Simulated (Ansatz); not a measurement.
# 1T-MnSTe bilayer (AA) in a perpendicular field, part 3 of 3

What dipole does a perpendicular field induce in the 1T-MnSTe bilayer (AA)? A positive field points along +c.

Ansatz 0.2.0; plane-wave DFT, PBE+U-D3(BJ), Ansatz PAW.

So far, work function, upper face (eV): step 3 (atoms held, field 0) 6.26.

## 6. Atoms held, field 0.1 V/Å

Contents of input.yaml:

```yaml
crystal:
  lattice:
    - [3.610207251, 0.0, 0.0]
    - [-1.8051036255, 3.1265311923, 0.0]
    - [0.0, 0.0, 26.8064027845]
  atoms:
    - { symbol: Te, position: [0.6666666667, 0.3333333333, 0.3357406838], spin: -0.24 }
    - { symbol: Mn, position: [0.0, 0.0, 0.4100314451], spin: 4.07 }
    - { symbol: S, position: [0.3333333333, 0.6666666667, 0.4569974764], spin: -0.21 }
    - { symbol: Te, position: [0.6666666667, 0.3333333333, 0.5490674602], spin: -0.38 }
    - { symbol: Mn, position: [0.0, 0.0, 0.6205462749], spin: 3.9 }
    - { symbol: S, position: [0.3333333333, 0.6666666667, 0.6642593162], spin: -0.23 }
magnetization:
  spin_polarized: true
kpoints:
  mp_grid: { grid: [18, 18, 1] }
  band_path:
    path: [[0, 0, 0], [0.5, 0, 0], [0.33333333, 0.33333333, 0], [0, 0, 0]]
    npoints: 16
hamiltonian:
  xc: pbe
  dispersion: d3bj
  hubbard: { sites: [{ species: Mn, l: d, u_eff: 4.0 }] }
scf:
  occupations: { method: fermi_dirac, width: 0.05 }
  convergence: { dr2_threshold: 1.0e-10 }
efield:
  axis: 3
  dipole_correction: true
  ramp_position: 0.97
  ramp_width: 0.06
  amplitude: 0.1
output:
  write_potential: true
  write_density: true
  volumetric_format: npy
```

On the command line:

```
$ ansatz run input.yaml --threads 4 --pin off --max-ram 6144MiB --backend cpu --events-out ev --progress --plain --runs-dir out
```

Numbers of over 12 decimals in the logs are rounded to 6 here.

What it wrote:

```text
[...]
Crystal: 6 atoms, lattice volume = 302.575 Å³
Basis set: ecut = 420 eV, 5813 PW (Γ)
Bands: 50, of which v1, the nominal top of the filled ones, is band 37 counted from 1 (36 counted from 0)
Symmetry: 6 space group operations
k-points: 37 of 324 (time reversal used)
[...]
Starting moments: Σ|m| = 9.03 μB on 6 of 6 sites
[...]
k-point 1 ↑: bands = [... 33 lower, -2.1071, -0.2801, 0.7491, 0.9830, 1.3785, 1.5037, 1.5100, 2.6263, ... 9 higher]
  k-point 2 ↑: bands = [... 33 lower, -2.0222, -0.3285, 0.2805, 0.8490, 0.9646, 1.3815, 1.5314, 2.0166, ... 9 higher]
  k-point 36 ↓: bands = [... 33 lower, -0.2750, 3.6112, 3.7409, 3.7786, 3.9410, 4.0257, 4.0459, 4.5787, ... 9 higher]
Occupation matrices written to <dir>
[key lines of the parts left out:]
SCF converged after 25 iterations
Magnetization: 7.1966 μB (40.5983 up, 33.4017 down)
Free energy (F): -23562.253959 eV
Fermi energy:    0.889149 eV
Dipole field:    D = -0.001212 V/Å  (p = -0.002027 e·Å, saw-weighted, corrected)
```

The job ended after 1.7 min (4 threads of Arm Neoverse V1, shared host; peak memory 1.6 GiB).

The dipole is -0.00203 e·Å, 0.0700 e·Å from its value without field.

## 7. Atoms held, field 0.2 V/Å

Changes to input.yaml since step 6:

```diff
@@ -31,3 +31,3 @@
   ramp_width: 0.06
-  amplitude: 0.1
+  amplitude: 0.2
 output:
```

What it wrote:

```text
[...]
Crystal: 6 atoms, lattice volume = 302.575 Å³
Basis set: ecut = 420 eV, 5813 PW (Γ)
Bands: 50, of which v1, the nominal top of the filled ones, is band 37 counted from 1 (36 counted from 0)
Symmetry: 6 space group operations
k-points: 37 of 324 (time reversal used)
[...]
Starting moments: Σ|m| = 9.03 μB on 6 of 6 sites
[...]
k-point 1 ↑: bands = [... 33 lower, -2.1257, -0.2885, 0.7376, 0.9706, 1.3700, 1.4928, 1.5012, 2.6112, ... 9 higher]
  k-point 2 ↑: bands = [... 33 lower, -2.0395, -0.3403, 0.2702, 0.8365, 0.9569, 1.3725, 1.5201, 2.0007, ... 9 higher]
  k-point 36 ↓: bands = [... 33 lower, -0.2844, 3.5968, 3.7272, 3.7654, 3.9277, 4.0131, 4.0340, 4.5658, ... 9 higher]
Occupation matrices written to <dir>
[key lines of the parts left out:]
SCF converged after 25 iterations
Magnetization: 7.1964 μB (40.5982 up, 33.4018 down)
Free energy (F): -23562.257260 eV
Fermi energy:    0.875567 eV
Dipole field:    D = 0.040694 V/Å  (p = 0.068047 e·Å, saw-weighted, corrected)
```

Run time: 1.7 min. Hardware: 4 threads; peak memory 1.6 GiB; 6.6 min of CPU time.

The dipole is 0.0680 e·Å, 0.140 e·Å from its value without field.

## 8. Single point, field 0.3 V/Å

Changes to input.yaml since step 7:

```diff
@@ -31,4 +31,6 @@
   ramp_width: 0.06
-  amplitude: 0.2
+  amplitude: 0.3
 output:
+  dos: { projected: true, e_range: [-6, 5] }
+  bader: true
   write_potential: true
@@ -36 +38,2 @@
   volumetric_format: npy
+  elf: true
```

What it wrote:

```text
[...]
Crystal: 6 atoms, lattice volume = 302.575 Å³
Basis set: ecut = 420 eV, 5813 PW (Γ)
Bands: 50, of which v1, the nominal top of the filled ones, is band 37 counted from 1 (36 counted from 0)
Symmetry: 6 space group operations
k-points: 37 of 324 (time reversal used)
[...]
Starting moments: Σ|m| = 9.03 μB on 6 of 6 sites
[...]
Occupation matrices written to <dir>
--- Bader charges: 6 sites ---
  site symbol  charge [e]  shift [e]    m [muB]
     0     Te     -0.3751     0.0002    -0.3189
     1     Mn      1.0883     0.0010     4.3380
     2      S     -0.8861     0.0008    -0.1885
     3     Te     -0.1304     0.0003    -0.5551
     4     Mn      1.0620     0.0009     4.1678
     5      S     -0.7587     0.0006    -0.2472
  estimated error of the sums over rays = 6.7e-4 e
[key lines of the parts left out:]
SCF converged after 25 iterations
Magnetization: 7.1961 μB (40.5980 up, 33.4020 down)
Free energy (F): -23562.267570 eV
Fermi energy:    0.861295 eV
Dipole field:    D = 0.082633 V/Å  (p = 0.138173 e·Å, saw-weighted, corrected)
```

The job ended after 1.9 min (4 threads; peak memory 1.6 GiB).

The dipole is 0.138 e·Å, 0.210 e·Å from its value without field.

## 9. Response, atoms held

This step: plane-wave DFT, PBE+U-D3(BJ), Ansatz PAW; response to a field along the normal, atoms held (Ansatz 0.2.0).

The dipoles give the slope, and the difference of two potentials shows where the field is screened.

Numbers from this step:

- equivalent conductor thickness p/(ε₀AE): 11.23 Å
- distance between the outer atoms: 8.806 Å

Dipole of the cell against applied field:

```
applied field (V/Å)  dipole of the cell (e·Å)
             -0.050                    -0.107
              0.000                   -0.0721
              0.050                   -0.0370
              0.100                  -0.00203
              0.200                    0.0680
              0.300                     0.138
```

The total moment stays at 7.20 μB for applied field from -0.05 to 0.3 V/Å.

Local field over the applied field, running mean. From the potentials at -0.05 and 0.05 V/Å; running mean over 2.5 Å. Local field over applied field against z:

z (Å), local field over applied field and a bar from the least value:
```
      4.5      0.997 ##############################
      5.0      0.991 ##############################
      5.5      0.976 #############################
      6.0      0.938 ############################
      6.5      0.855 ##########################
      7.0      0.712 #####################
      7.5      0.533 ################
      8.0      0.355 ###########
      8.5      0.195 ######
      9.0      0.075 ##
      9.5      0.021 #
     10.0      0.010 #
     10.5      0.006 
     11.0      0.004 
     11.5      0.009 
     12.0      0.007 
     12.5     -0.002 
     13.0     -0.006 
     13.5     -0.007 
     14.0     -0.006 
     14.5     -0.001 
     15.0      0.005 
     15.5      0.007 
     16.0      0.005 
     16.5      0.012 #
     17.0      0.032 #
     17.5      0.094 ###
     18.0      0.220 #######
     18.5      0.391 ############
     19.0      0.572 #################
     19.5      0.744 ######################
     20.0      0.878 ##########################
     20.5      0.952 #############################
     21.0      0.984 ##############################
     21.5      0.995 ##############################
     22.0      0.998 ##############################
     22.5      1.000 ##############################
```

Electrons, planar mean, per unit field. The induced electron density by z:

z (Å), induced electron density (e/Å³ per V/Å) and a bar from the least value:
```
        5    0.00004 ###############
        6    0.00031 ################
        7    0.00179 #######################
        8    0.00333 ##############################
        9    0.00018 ################
       10    0.00000 ###############
       11    0.00004 ###############
       12   -0.00002 ###############
       13    0.00021 ################
       14   -0.00011 ##############
       15   -0.00014 ##############
       16    0.00016 ###############
       17   -0.00017 ##############
       18   -0.00102 ##########
       19   -0.00321 
       20   -0.00063 ############
       21   -0.00007 ##############
       22   -0.00001 ###############
```

By hand: between -0.05 and 0.05 V/Å the dipole changes by 0.07001 e·Å, a slope of 0.7001 e·Å²/V. A perfect conductor of thickness t has p = ε₀AEt, so t = 180.95 × 0.7001 / 11.287 = 11.22 Å (e/ε₀ = 180.95 V·Å, A in Å²).

The induced dipole is that of a conductor 11.23 Å thick.

## 10. Varying the input

This step: plane-wave DFT, PBE+U-D3(BJ), Ansatz PAW (Ansatz 0.2.0).

A run with a changed input: it repeats the earlier run at 0.05 V/Å with efield.ramp_width from 0.06 to 0.04 and efield.dipole_correction from true to false.

Changes to input.yaml since step 8:

```diff
@@ -28,9 +28,7 @@
   axis: 3
-  dipole_correction: true
+  dipole_correction: false
   ramp_position: 0.97
-  ramp_width: 0.06
-  amplitude: 0.3
+  ramp_width: 0.04
+  amplitude: 0.05
 output:
-  dos: { projected: true, e_range: [-6, 5] }
-  bader: true
   write_potential: true
@@ -38,2 +36 @@
   volumetric_format: npy
-  elf: true
```

What it wrote:

```text
[...]
Crystal: 6 atoms, lattice volume = 302.575 Å³
Basis set: ecut = 420 eV, 5813 PW (Γ)
Bands: 50, of which v1, the nominal top of the filled ones, is band 37 counted from 1 (36 counted from 0)
Symmetry: 6 space group operations
k-points: 37 of 324 (time reversal used)
[...]
Starting moments: Σ|m| = 9.03 μB on 6 of 6 sites
[...]
SCF iter   1: F=—  HF=-23562.072913 eV  |F-HF|=—  |Δ(HF+E_count)|=         —  Δρ=2.49e-2 (↑2.49e-2 ↓1.73e-2)  dr2=7.61e0  dr2_m=8.18e-1  M=7.951 μB ∫|m|=9.482 μB  β_m=0.30  ethr=3.10e-3  p=0.000 e·Å  V_vac-E_F(+/−)=6.76/5.53 eV  ⟨swp⟩=12.2  Hψ=18759  notcnv=0  defer=37
[...]
SCF iter  27: F=-23562.255643 eV  HF=-23562.255643 eV  |F-HF|=1.20e-10  |Δ(HF+E_count)|=  8.37e-11  Δρ=7.66e-8 (↑7.66e-8 ↓4.11e-8)  dr2=6.77e-11  dr2_m=5.71e-12  M=7.197 μB ∫|m|=10.128 μB  ethr=1.00e-12  p=-0.064 e·Å  V_vac-E_F(+/−)=6.34/5.03 eV  ⟨swp⟩=14.2  Hψ=12634  notcnv=0
SCF 1 converged in 27 iterations: F = -23562.255643 eV  dr2 = 6.77e-11
[...]
SCF converged after 27 iterations
Magnetization: 7.1967 μB (40.5984 up, 33.4016 down)
Absolute magnetization: 10.1311 μB (∫|ρ↑−ρ↓|, with the PAW one-centre terms)
[...]
Per-site moments (μB) at R_I (Å): [(-0.232040, 1.189151), (4.073415, 1.004468), (-0.208478, 1.004468), (-0.371834, 1.167887), (3.903188, 0.986351), (-0.224928, 0.986351)]
Free energy (F): -23562.255643 eV
[...]
Internal energy: -23562.230880 eV  (E = F + TS)
E sigma→0 (E₀):  -23562.243261 eV
Entropy (-TS):   -0.024763 eV (-4.127 meV/atom)
Fermi energy:    0.913960 eV
Dipole field:    D = -0.038122 V/Å  (p = -0.063745 e·Å, saw-weighted)
Work function:   not extracted (applied field tilts the vacuum); planar V_es + V_field profile in the machine report
[...]
--- Band table (eV; the first three rows and the last of 74) ---
  k-point 0 ↑: bands = [... 33 lower, -2.1139, -0.2523, 1.0535, 1.0535, 1.3711, 1.5744, 1.5744, 2.9446, ... 9 higher]
  k-point 1 ↑: bands = [... 33 lower, -2.0779, -0.2599, 0.7722, 1.0068, 1.3988, 1.5260, 1.5305, 2.6524, ... 9 higher]
  k-point 2 ↑: bands = [... 33 lower, -1.9942, -0.3053, 0.3025, 0.8727, 0.9841, 1.4023, 1.5542, 2.0435, ... 9 higher]
  k-point 36 ↓: bands = [... 33 lower, -0.2539, 3.6367, 3.7658, 3.8031, 3.9654, 4.0496, 4.0691, 4.6029, ... 9 higher]
Occupation matrices written to <dir>
```

Run time: 1.7 min. Hardware: 4 threads; peak memory 1.6 GiB; 6.6 min of CPU time.

```
                     quantity  this run  earlier run  difference
dipole along the normal (e·Å)  -0.06374     -0.03705      -0.027
            total moment (μB)     7.197        7.197      5.0e-5
```

With the dipole correction off, the periodic images add a field of their own to the typed one.

What moves beyond 0.01 in its unit (for the dipole 0.5 % and 5e-5 e·Å): dipole along the normal (-0.0267 e·Å).

These numbers are not those of the isolated slab.

## 11. The same run with other settings

Another changed input: it repeats the earlier run at 0.05 V/Å with efield.dipole_correction from true to false.

Changes to input.yaml since step 10:

```diff
@@ -30,3 +30,3 @@
   ramp_position: 0.97
-  ramp_width: 0.04
+  ramp_width: 0.06
   amplitude: 0.05
```

What it wrote:

```text
[...]
Crystal: 6 atoms, lattice volume = 302.575 Å³
Basis set: ecut = 420 eV, 5813 PW (Γ)
Bands: 50, of which v1, the nominal top of the filled ones, is band 37 counted from 1 (36 counted from 0)
Symmetry: 6 space group operations
k-points: 37 of 324 (time reversal used)
[...]
Starting moments: Σ|m| = 9.03 μB on 6 of 6 sites
[...]
SCF iter   1: F=—  HF=-23562.073155 eV  |F-HF|=—  |Δ(HF+E_count)|=         —  Δρ=2.49e-2 (↑2.49e-2 ↓1.73e-2)  dr2=7.61e0  dr2_m=8.18e-1  M=7.951 μB ∫|m|=9.482 μB  β_m=0.30  ethr=3.10e-3  p=-0.000 e·Å  V_vac-E_F(+/−)=6.76/5.54 eV  ⟨swp⟩=12.2  Hψ=18701  notcnv=0  defer=40
[...]
SCF iter  27: F=-23562.255642 eV  HF=-23562.255642 eV  |F-HF|=2.55e-11  |Δ(HF+E_count)|=  3.27e-11  Δρ=6.16e-8 (↑5.06e-8 ↓6.16e-8)  dr2=3.86e-11  dr2_m=7.53e-12  M=7.197 μB ∫|m|=10.128 μB  ethr=1.00e-12  p=-0.064 e·Å  V_vac-E_F(+/−)=6.34/5.03 eV  ⟨swp⟩=1.6  Hψ=7580  notcnv=0
SCF 1 converged in 27 iterations: F = -23562.255642 eV  dr2 = 3.86e-11
[...]
SCF converged after 27 iterations
Magnetization: 7.1967 μB (40.5984 up, 33.4016 down)
Absolute magnetization: 10.1311 μB (∫|ρ↑−ρ↓|, with the PAW one-centre terms)
[...]
Per-site moments (μB) at R_I (Å): [(-0.232040, 1.189151), (4.073415, 1.004468), (-0.208478, 1.004468), (-0.371834, 1.167887), (3.903188, 0.986351), (-0.224929, 0.986351)]
Free energy (F): -23562.255642 eV
[...]
Internal energy: -23562.230880 eV  (E = F + TS)
E sigma→0 (E₀):  -23562.243261 eV
Entropy (-TS):   -0.024763 eV (-4.127 meV/atom)
Fermi energy:    0.900556 eV
Dipole field:    D = -0.038121 V/Å  (p = -0.063743 e·Å, saw-weighted)
Work function:   not extracted (applied field tilts the vacuum); planar V_es + V_field profile in the machine report
[...]
--- Band table (eV; the first three rows and the last of 74) ---
  k-point 0 ↑: bands = [... 33 lower, -2.1273, -0.2657, 1.0401, 1.0401, 1.3577, 1.5610, 1.5610, 2.9312, ... 9 higher]
  k-point 1 ↑: bands = [... 33 lower, -2.0913, -0.2733, 0.7588, 0.9934, 1.3854, 1.5126, 1.5171, 2.6390, ... 9 higher]
  k-point 2 ↑: bands = [... 33 lower, -2.0076, -0.3188, 0.2891, 0.8593, 0.9707, 1.3889, 1.5407, 2.0301, ... 9 higher]
  k-point 36 ↓: bands = [... 33 lower, -0.2673, 3.6233, 3.7524, 3.7897, 3.9520, 4.0362, 4.0557, 4.5895, ... 9 higher]
Occupation matrices written to <dir>
```

The job ended after 1.7 min (4 threads; peak memory 1.6 GiB).

```
                     quantity  this run  earlier run  difference
dipole along the normal (e·Å)  -0.06374     -0.03705      -0.027
            total moment (μB)     7.197        7.197      4.9e-5
```

With the dipole correction off, the periodic images add a field of their own to the typed one.

What moves beyond 0.01 in its unit (for the dipole 0.5 % and 5e-5 e·Å): dipole along the normal (-0.0267 e·Å).

These numbers are not those of the isolated slab.

## 12. Outcome

- gap without field: none
- work function, upper face: 6.26 eV
- step between the vacuum levels: 1.16 eV
- equivalent conductor thickness, atoms held: 11.2 Å

In words: The induced dipole equals that of a perfect conductor 11.23 Å thick, while the outer atoms lie 8.81 Å apart. The two faces differ: the vacuum level above lies 1.16 eV higher than the one below. There is no gap over 0.03 eV, with or without the field. The magnetic order is the one reached from the typed start; other orders were not compared. Spin-orbit coupling is left out, which matters for the bands of elements this heavy. After relaxation neighbouring layers come as close as 2.5 Å along the normal, so they are bonded in part and no longer a van der Waals stack.

[Logs are printed without paths, hosts, clocks, repeated set-up lines and the standing remarks that a program may print on its own settings, such as how far it seeks lower states.]

[Hosts, paths, dates, database ids (printed as entryN), source tags and the programs' standing remarks are cut or masked in the printed files.]

[Maps of the electrostatic potential energy from Ansatz leave out the sawtooth potential of an applied field or a dipole correction, so their vacuum need not be flat; planar profiles and work functions include it.]
